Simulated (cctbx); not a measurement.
## Reading a Patterson map

Space group C2/m (no. 12), a = 11.7450 Å, b = 11.7770 Å, c = 9.6736 Å, α = 90.00°, β = 126.88°, γ = 90.00°, content Ba4 Cu8 Ca20.

Simulated single-crystal data (cctbx): Cu Kα, λ = 1.54184 Å, to d = 0.83 Å, 50 % of the full sphere, strongest reflection 70000 counts, noise from counting, a 6 % proportional error and a noise floor of 2 counts (s.d.); no absorption.

Patterson synthesis from sharpened amplitudes, origin scaled to 1000:

```text
Patterson group C 1 2/m 1
      u       v       w   height  length (A)
  0.000   0.000   0.000   1000.0     0.00
  0.000   0.500   0.000    597.3     5.89
  0.252   0.000   0.504    367.3     6.99
  0.110   0.246   0.499    230.9     5.09
  0.000   0.367   0.500    202.4     6.48
  0.000   0.140   0.500    195.8     5.11
  0.035   0.253   0.234    191.6     3.62
  0.134   0.412   0.769    190.0     5.93
  0.137   0.083   0.769    184.8     3.59
  0.198   0.249   0.235    181.4     3.58
  0.170   0.333  -0.002    101.2     4.41
  0.148   0.500   0.730     96.5     7.07
  0.031   0.161   0.277     85.5     3.12
  0.081   0.000   0.734     81.1     3.24
```

**Question.** Which atom pairs make the peaks, and where is the heaviest atom?

A peak at u stands for all pairs with xi − xj = u, with weight Σ ZiZj against Σ Z² = 27272 at the origin. Peak heights follow these weights only roughly, since form factors, motion and series ripples differ, all vectors within 0.55 Å of a peak are counted as merged into it though the farther ones add only part of their weight, and F(000) is left out, which lowers the whole map:

| u | v | w | shortest length (Å) | height | 1000 ΣZiZj/ΣZ² | pairs in the cell |
| --- | --- | --- | --- | --- | --- | --- |
| 0.000 | 0.500 | 0.000 | 5.87 | 597 | 519 | 4 × Ba–Ba, 4 × Ca–Ca |
| 0.252 | 0.000 | 0.504 | 3.90 | 367 | 446 | 8 × Ba–Ca, 8 × Ca–Ca |
| 0.110 | 0.246 | 0.499 | 5.09 | 231 | 238 | 4 × Ba–Cu |
| 0.000 | 0.367 | 0.500 | 5.12 | 202 | 238 | 4 × Ba–Cu |
| 0.000 | 0.140 | 0.500 | 5.11 | 196 | 238 | 4 × Ba–Cu |
| 0.035 | 0.253 | 0.234 | 3.61 | 192 | 223 | 4 × Ba–Ca, 4 × Ca–Ca |
| 0.134 | 0.412 | 0.769 | 3.61 | 190 | 223 | 4 × Ba–Ca, 4 × Ca–Ca |
| 0.137 | 0.083 | 0.769 | 3.59 | 185 | 223 | 4 × Ba–Ca, 4 × Ca–Ca |
| 0.198 | 0.249 | 0.235 | 3.58 | 181 | 223 | 4 × Ba–Ca, 4 × Ca–Ca |
| 0.170 | 0.333 | -0.002 | 4.34 | 101 | 117 | 8 × Ca–Ca |

The table stops at ten peaks or at a height of 45, below which ripples compete. In the model behind the data Ba, the heaviest element, has 1 independent site: (1/2, 0.7535, 1/2), up to an allowed shift of origin; the Ba–Ba vectors are differences of these positions and their symmetry mates. The whole model:

```
atom  mult.       x       y       z  Ueq (Å²)
 Ba1      4     1/2  0.7535     1/2    0.0036
 Cu1      4  0.6076       0  0.9975    0.0046
 Cu2      4     1/2  0.6119       0    0.0046
 Ca1      4     1/4     1/4       0    0.0068
 Ca2      8  0.6429  0.8345  0.2799    0.0055
 Ca3      4  0.9681       0  0.2749    0.0083
 Ca4      4  0.3092       0  0.2769    0.0077
```

This is a model crystal, built by substitution and not relaxed, with assumed displacement parameters.

[Logs are printed without paths, hosts, clocks, repeated set-up lines and the standing remarks that a program may print on its own settings, such as how far it seeks lower states.]
